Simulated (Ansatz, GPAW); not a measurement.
# STM contrast on 1T-VBrI bilayer, AA, part 2 of 4

What would a tunnelling microscope show on 1T-VBrI bilayer, AA?

GPAW 26.7.0 and Ansatz 0.2.0; Ansatz plane waves; layer without images along its normal, relaxation of atoms and in-plane cell, with D3(BJ) dispersion (the session's first sound run).

So far. Step 2 (Relaxation): The relaxation lowered the energy of the cell by 0.0827 eV.

### 3. Plane waves, PBE

The work function is the vacuum plateau of the electrostatic potential less the Fermi level; a dipole layer lets the two faces have plateaus of their own.

This step: GPAW, PAW setups; slab in vacuum (GPAW 26.7.0).

The cell differs from the one that the last finished run ended in (c 43.092 → 27.337 Å).

run.py

```python
import json
import numpy as np
from ase import Atoms
from ase.dft.stm import STM
from gpaw import GPAW, PW

slab = Atoms(
    ['I', 'V', 'Br', 'I', 'V', 'Br'],
    positions=[
        [1.95921, 1.13115, 9.00000],
        [-0.00000, 0.00000, 10.64193],
        [-0.00000, 2.26230, 12.02773],
        [1.95921, 1.13115, 15.30480],
        [0.00000, -0.00000, 16.93570],
        [-0.00000, 2.26230, 18.33743]],
    cell=[[3.91842, -0.0, -0.0], [-1.95921, 3.39345, 0.0], [-0.0, 0.0, 27.3374]],
    pbc=[True, True, False],
    magmoms=[0.0, 1.0, 0.0, 0.0, -1.0, 0.0])

slab.calc = GPAW(mode=PW(400), xc='PBE', kpts={'size': (9, 9, 1), 'gamma': True},
                 occupations={'name': 'fermi-dirac', 'width': 0.05}, nbands='140%',
                 convergence={'density': 1e-05}, maxiter=200,
                 poissonsolver={'dipolelayer': 'xy'},
                 symmetry={'tolerance': 1e-3}, txt='slab.txt')
result = {}
energy = slab.get_potential_energy()
fermi = slab.calc.get_fermi_level()
v = slab.calc.get_electrostatic_potential().mean((0, 1)) - fermi
n = slab.calc.get_pseudo_density().mean((0, 1))
L = slab.cell[2, 2]
z = np.arange(len(v)) * L / len(v)
low, high = slab.positions[:, 2].min(), slab.positions[:, 2].max()
below, above = np.interp([low - 6.8, high + 6.8], z, v)
slopes = [np.interp(x, z, np.gradient(v, z)) for x in (low - 6.8, high + 6.8)]
eps = np.array([[slab.calc.get_eigenvalues(k, s) for k in range(len(slab.calc.get_ibz_k_points()))]
                for s in range(slab.calc.get_number_of_spins())]) - fermi
top, bottom = eps[eps < 0].max(), eps[eps > 0].min()
dipole = slab.get_dipole_moment()[2]
print(f'energy {energy:.4f} eV, Fermi level {fermi:.4f} eV, dipole {dipole:.5f} e A')
print(f'potential 6.8 A off the faces, from the Fermi level: lower {below:.4f} eV, upper {above:.4f} eV')
print(f'slope of the potential there: lower {slopes[0]:.5f}, upper {slopes[1]:.5f} eV/A')
print(f'nearest levels on the mesh: {top:.4f} and {bottom:.4f} eV')
print('magnetic moment', round(slab.get_magnetic_moment(), 3))
result.update(energy=energy, fermi=fermi, dipole=dipole, below=below, above=above, slopes=slopes, edges=[top, bottom],
              z=z.tolist(), v=v.tolist(), n=n.tolist(), positions=slab.positions.tolist(),
              forces=slab.get_forces(apply_constraint=False).tolist(), moments=slab.get_magnetic_moments().tolist())

# Images need the states of the whole zone, up to time reversal
slab.calc = slab.calc.fixed_density(symmetry={'point_group': False}, txt='states.txt',
                                    convergence={'bands': 'CBM+1.8'})
stm = STM(slab)
result['stm'] = []
for bias in [-2.0, -1.0, 1.5]:
    height = high + 3.5
    current = stm.get_averaged_current(bias, height)
    x, y, h = stm.scan(bias, current)
    i, f = divmod(height / L * stm.ldos.shape[2], 1)
    I = abs((1 - f) * stm.ldos[:, :, int(i)] + f * stm.ldos[:, :, int(i) + 1])
    print(f'bias {bias} V: mean current at 3.5 A {current:.4e}, corrugation {np.ptp(h):.4f} A')
    result['stm'].append(dict(bias=bias, current=current, h=(h - high).tolist(), I=I.tolist()))
json.dump(result, open('result.json', 'w'))
```

Run with:

```sh
OMP_NUM_THREADS=1 OPENBLAS_NUM_THREADS=1 python run.py
```

Output:

```text
energy -27.0144 eV, Fermi level 0.5894 eV, dipole -0.05462 e A
potential 6.8 A off the faces, from the Fermi level: lower 3.4609 eV, upper 4.2072 eV
slope of the potential there: lower -0.00004, upper 0.00002 eV/A
nearest levels on the mesh: -0.4526 and 0.4185 eV
magnetic moment 0.0
bias -2.0 V: mean current at 3.5 A 7.5904e-06, corrugation 0.4599 A
bias -1.0 V: mean current at 3.5 A 6.0703e-06, corrugation 0.4297 A
bias 1.5 V: mean current at 3.5 A 3.2837e-05, corrugation 0.1722 A
```

It took 8.6 min on 1 thread of Intel Xeon Platinum 8488C (Sapphire Rapids), shared host; peak memory 0.84 GiB.

Numbers from this step:

* dipole along the normal: -0.05462 e·Å
* levels nearest the Fermi level on the mesh: -0.4526, 0.4185 eV from the Fermi level
* upper work function: 4.207 eV
* lower work function: 3.461 eV
* site moments: -0.03501, 2.520, -0.01992, 0.03502, -2.521, 0.02010 μB
* corrugation -2: 0.4599 Å
* corrugation -1: 0.4297 Å
* corrugation 1.5: 0.1722 Å
* upper ionisation energy: 4.660 eV
* sum of the site moments: 0 μB

The electrostatic potential energy of an electron (without an applied field's), less the Fermi level, planar mean oscillates, so the rows of the table below give means over windows of 1 Å about each position, cut where the curve ends. Its maxima inside the range that stand out by 2 % of the span (Å: eV): 9.9: -4.65, 11.3: -5.59, 13.6: 3.13, 16.2: -4.39, 17.6: -5.01. Its minima: 9.0: -18.3, 10.7: -9.65, 12.0: -13.0, 15.3: -18.0, 17.0: -9.24, 18.3: -12.5.

Table of electrostatic potential energy of an electron (without an applied field's), less the Fermi level, planar mean by z; means over each step:

z (Å), electrostatic potential energy of an electron (without an applied field's), less the Fermi level, planar mean (eV) and a bar from the least value:
```
        0        3.6 #############################
        1        3.5 #############################
        2        3.5 #############################
        3        3.5 #############################
        4        3.5 #############################
        5        3.5 #############################
        6        3.4 #############################
        7        3.2 ############################
        8       -0.7 ######################
        9      -14.5 
       10       -6.4 #############
       11       -7.5 ###########
       12      -10.1 #######
       13        0.9 #########################
       14        1.9 ##########################
       15      -11.6 #####
       16       -7.8 ###########
       17       -7.6 ###########
       18       -8.9 #########
       19       -2.1 ####################
       20        3.9 #############################
       21        4.2 ##############################
       22        4.2 ##############################
       23        4.2 ##############################
       24        4.2 ##############################
       25        4.2 ##############################
       26        4.2 ##############################
       27        4.2 ##############################
```

The pseudo valence density, planar mean oscillates, so the rows of the table below give means over windows of 2.14 Å about each position, cut where the curve ends. Its maxima inside the range that stand out by 2 % of the span (Å: e/Å³): 8.5: 0.289, 9.6: 0.337, 10.7: 1.18, 14.7: 0.282, 15.8: 0.341, 16.9: 1.15. Its minima: 9.0: 0.145, 9.8: 0.305, 13.7: 0.0362, 15.4: 0.160, 16.2: 0.308.

The pseudo valence density, planar mean by z; means over each step:

z (Å), pseudo valence density, planar mean (e/Å³) and a bar:
```
     3.21       0.00 
     5.35       0.00 
     7.49       0.08 #####
     9.63       0.42 ###########################
    11.77       0.42 ###########################
    13.91       0.12 ########
    16.05       0.47 ##############################
    18.19       0.36 #######################
    20.33       0.02 #
    22.47       0.00
```

Tip height over the top atom over a1 and a2. Sample bias -2 V, constant current at the mean current 3.5 Å over the top atom.

Ten even steps from '0' (3.27 Å) to '9' (3.73 Å):
```
00123456666665432100
01234567777765432100
12346678888766432100
23466788988766432111
34567899998765432112
45678999998765432223
56788999988765432234
56789999987654322234
56788998876543322334
56788888765433222334
56777777654322222234
56666666543221112234
55566555433211112334
44444444332211122334
33333333222211222233
22222222222222222222
11111122233223322211
00001123333333332110
00001234444444432100
00012345555555432100
```
Columns: a1 from 0 to 0.95; rows upwards: a2 from 0 to 0.95.

Local density of states summed over the bias window over a1 and a2. Sample bias -2 V, constant height 3.5 Å over the top atom.

Values in units of 1e-5 arbitrary, 12 rows by 16 columns, each cell a mean:
```
0.5 0.5 0.6 0.7 0.8 0.9 0.9 1.0 1.0 0.9 0.9 0.8 0.6 0.6 0.5 0.5
0.6 0.6 0.7 0.8 1.0 1.1 1.1 1.1 1.1 1.0 0.9 0.8 0.6 0.6 0.5 0.5
0.6 0.7 0.9 1.0 1.2 1.3 1.3 1.3 1.2 1.0 0.9 0.8 0.6 0.6 0.5 0.6
0.8 0.9 1.0 1.2 1.3 1.4 1.3 1.3 1.1 1.0 0.8 0.7 0.6 0.6 0.6 0.6
0.8 0.9 1.1 1.2 1.3 1.3 1.3 1.2 1.0 0.9 0.8 0.7 0.6 0.6 0.6 0.7
0.8 1.0 1.1 1.2 1.2 1.2 1.1 1.0 0.8 0.7 0.7 0.6 0.6 0.6 0.6 0.7
0.8 0.9 1.0 1.0 1.0 1.0 0.9 0.8 0.7 0.6 0.6 0.6 0.6 0.6 0.6 0.7
0.8 0.8 0.9 0.9 0.8 0.8 0.7 0.7 0.6 0.6 0.6 0.5 0.6 0.6 0.6 0.7
0.7 0.7 0.7 0.7 0.7 0.7 0.6 0.6 0.6 0.6 0.6 0.6 0.6 0.6 0.6 0.7
0.6 0.6 0.6 0.6 0.6 0.6 0.6 0.6 0.6 0.6 0.6 0.6 0.6 0.6 0.6 0.6
0.5 0.5 0.5 0.5 0.6 0.6 0.6 0.7 0.7 0.7 0.7 0.7 0.6 0.6 0.5 0.5
0.5 0.5 0.5 0.6 0.6 0.7 0.8 0.8 0.8 0.8 0.8 0.7 0.6 0.6 0.5 0.5
```
Columns: a1 from 0 to 0.95; rows upwards: a2 from 0 to 0.95.

Tip height over the top atom over a1 and a2. Sample bias -1 V, constant current at the mean current 3.5 Å over the top atom.

Ten even steps from '0' (3.29 Å) to '9' (3.72 Å):
```
00123456666665432100
01234567777765432100
12345677887765432100
23456788888765432111
34567899998765432112
45678999998765432223
56778999987765322223
56788999887654322234
56788998876543222234
56778887765432222234
56777777654322112234
56666666543211111234
55555555432210012234
44444443322110112233
33333332222111122223
22222222222212222222
11111122222222222211
00001122333333322110
00001233444444332100
00012345555555432100
```
Columns: a1 from 0 to 0.95; rows upwards: a2 from 0 to 0.95.

Local density of states summed over the bias window over a1 and a2. Sample bias -1 V, constant height 3.5 Å over the top atom.

Values in units of 1e-5 arbitrary, 12 rows by 16 columns, each cell a mean:
```
0.4 0.4 0.5 0.6 0.6 0.7 0.7 0.7 0.7 0.7 0.7 0.6 0.5 0.5 0.4 0.4
0.5 0.5 0.6 0.7 0.8 0.8 0.9 0.9 0.9 0.8 0.7 0.6 0.5 0.5 0.4 0.4
0.5 0.6 0.7 0.8 0.9 1.0 1.0 1.0 0.9 0.8 0.7 0.6 0.5 0.5 0.5 0.5
0.6 0.7 0.8 0.9 1.0 1.0 1.0 1.0 0.9 0.8 0.7 0.6 0.5 0.5 0.5 0.5
0.7 0.7 0.8 0.9 1.0 1.0 1.0 0.9 0.8 0.7 0.6 0.5 0.5 0.5 0.5 0.6
0.7 0.7 0.8 0.9 1.0 0.9 0.9 0.8 0.7 0.6 0.5 0.5 0.5 0.5 0.5 0.6
0.7 0.7 0.8 0.8 0.8 0.8 0.7 0.6 0.5 0.5 0.5 0.5 0.5 0.5 0.5 0.6
0.6 0.7 0.7 0.7 0.7 0.6 0.6 0.5 0.5 0.5 0.4 0.4 0.5 0.5 0.5 0.6
0.6 0.6 0.6 0.6 0.6 0.5 0.5 0.5 0.5 0.5 0.4 0.5 0.5 0.5 0.5 0.5
0.5 0.5 0.5 0.5 0.5 0.5 0.5 0.5 0.5 0.5 0.5 0.5 0.5 0.5 0.5 0.5
0.4 0.4 0.4 0.4 0.5 0.5 0.5 0.5 0.5 0.5 0.5 0.5 0.5 0.5 0.4 0.4
0.4 0.4 0.4 0.5 0.5 0.6 0.6 0.6 0.6 0.6 0.6 0.6 0.5 0.5 0.4 0.4
```
Columns: a1 from 0 to 0.95; rows upwards: a2 from 0 to 0.95.

Tip height over the top atom over a1 and a2. Sample bias 1.5 V, constant current at the mean current 3.5 Å over the top atom.

Values in Å, 12 rows by 16 columns, each cell a mean:
```
3.43 3.44 3.46 3.48 3.51 3.53 3.54 3.55 3.55 3.54 3.52 3.50 3.48 3.46 3.44 3.43
3.45 3.47 3.49 3.52 3.55 3.56 3.57 3.57 3.56 3.55 3.53 3.51 3.48 3.45 3.44 3.44
3.47 3.50 3.53 3.55 3.57 3.58 3.59 3.58 3.57 3.55 3.53 3.50 3.47 3.45 3.45 3.45
3.50 3.53 3.55 3.57 3.59 3.59 3.59 3.58 3.57 3.55 3.52 3.49 3.46 3.46 3.46 3.47
3.52 3.55 3.57 3.58 3.59 3.59 3.58 3.57 3.55 3.53 3.49 3.47 3.46 3.46 3.46 3.48
3.53 3.55 3.56 3.57 3.57 3.57 3.57 3.55 3.53 3.50 3.47 3.46 3.46 3.46 3.47 3.49
3.52 3.54 3.55 3.55 3.55 3.55 3.53 3.51 3.49 3.47 3.45 3.45 3.45 3.46 3.47 3.50
3.50 3.52 3.52 3.52 3.52 3.51 3.49 3.47 3.46 3.45 3.44 3.44 3.45 3.46 3.47 3.48
3.48 3.49 3.49 3.49 3.48 3.47 3.46 3.46 3.46 3.45 3.44 3.45 3.46 3.46 3.46 3.47
3.45 3.46 3.46 3.45 3.45 3.46 3.46 3.46 3.46 3.46 3.46 3.46 3.46 3.46 3.45 3.45
3.43 3.43 3.44 3.44 3.45 3.46 3.47 3.47 3.48 3.48 3.47 3.47 3.46 3.45 3.44 3.44
3.42 3.43 3.44 3.45 3.47 3.48 3.50 3.51 3.52 3.51 3.50 3.49 3.47 3.45 3.44 3.43
```
Columns: a1 from 0 to 0.95; rows upwards: a2 from 0 to 0.95.

Local density of states summed over the bias window over a1 and a2. Sample bias 1.5 V, constant height 3.5 Å over the top atom.

Values in units of 1e-5 arbitrary, 12 rows by 16 columns, each cell a mean:
```
2.9 3.0 3.1 3.2 3.4 3.5 3.6 3.6 3.6 3.6 3.4 3.3 3.1 3.0 2.9 2.9
3.0 3.1 3.3 3.4 3.6 3.7 3.8 3.8 3.7 3.6 3.5 3.3 3.1 3.0 2.9 2.9
3.1 3.3 3.5 3.6 3.8 3.9 3.9 3.9 3.8 3.6 3.5 3.3 3.1 3.0 3.0 3.0
3.3 3.5 3.7 3.8 3.9 4.0 4.0 3.9 3.7 3.6 3.4 3.2 3.1 3.1 3.1 3.1
3.4 3.6 3.8 3.9 4.0 4.0 3.9 3.8 3.7 3.5 3.3 3.1 3.1 3.1 3.1 3.2
3.5 3.6 3.7 3.8 3.8 3.8 3.8 3.7 3.5 3.3 3.1 3.1 3.1 3.1 3.1 3.3
3.4 3.6 3.6 3.6 3.6 3.6 3.5 3.4 3.2 3.1 3.0 3.0 3.0 3.1 3.1 3.3
3.3 3.4 3.4 3.4 3.4 3.3 3.2 3.1 3.1 3.0 3.0 3.0 3.0 3.1 3.1 3.2
3.2 3.2 3.2 3.2 3.2 3.1 3.1 3.1 3.1 3.0 3.0 3.0 3.1 3.1 3.1 3.1
3.0 3.0 3.0 3.0 3.0 3.1 3.1 3.1 3.1 3.1 3.1 3.1 3.1 3.1 3.0 3.0
2.9 2.9 2.9 3.0 3.0 3.1 3.1 3.1 3.2 3.2 3.1 3.1 3.1 3.0 3.0 2.9
2.8 2.9 2.9 3.0 3.1 3.2 3.3 3.3 3.4 3.4 3.3 3.2 3.1 3.0 2.9 2.9
```
Columns: a1 from 0 to 0.95; rows upwards: a2 from 0 to 0.95.

Force by atom:

```
atom  x (eV/Å)  y (eV/Å)  z (eV/Å)   size
  I1     0.000     0.000    -0.145  0.145
  V2     0.000     0.000    -0.022  0.022
 Br3     0.000     0.000     0.003  0.003
  I4     0.000     0.000    -0.011  0.011
  V5     0.000     0.000     0.074  0.074
 Br6     0.000     0.000     0.102  0.102
```

The layer is gapped, so the Fermi level lies somewhere inside the gap, set by smearing and numerics, and these work functions are no property of the material; the band edges below the vacuum level are. The potential is flat to 3.6e-5 eV/Å where it is read, so the vacuum is wide enough. The geometry is the other program's minimum (found with a dispersion term); here the largest force on a free atom is 0.15 eV/Å.

(Part 2 of 4 ends here.)

[Logs are printed without paths, hosts, clocks, repeated set-up lines and the standing remarks that a program may print on its own settings, such as how far it seeks lower states.]

[Hosts, paths, dates, database ids (printed as entryN), source tags and the programs' standing remarks are cut or masked in the printed files.]
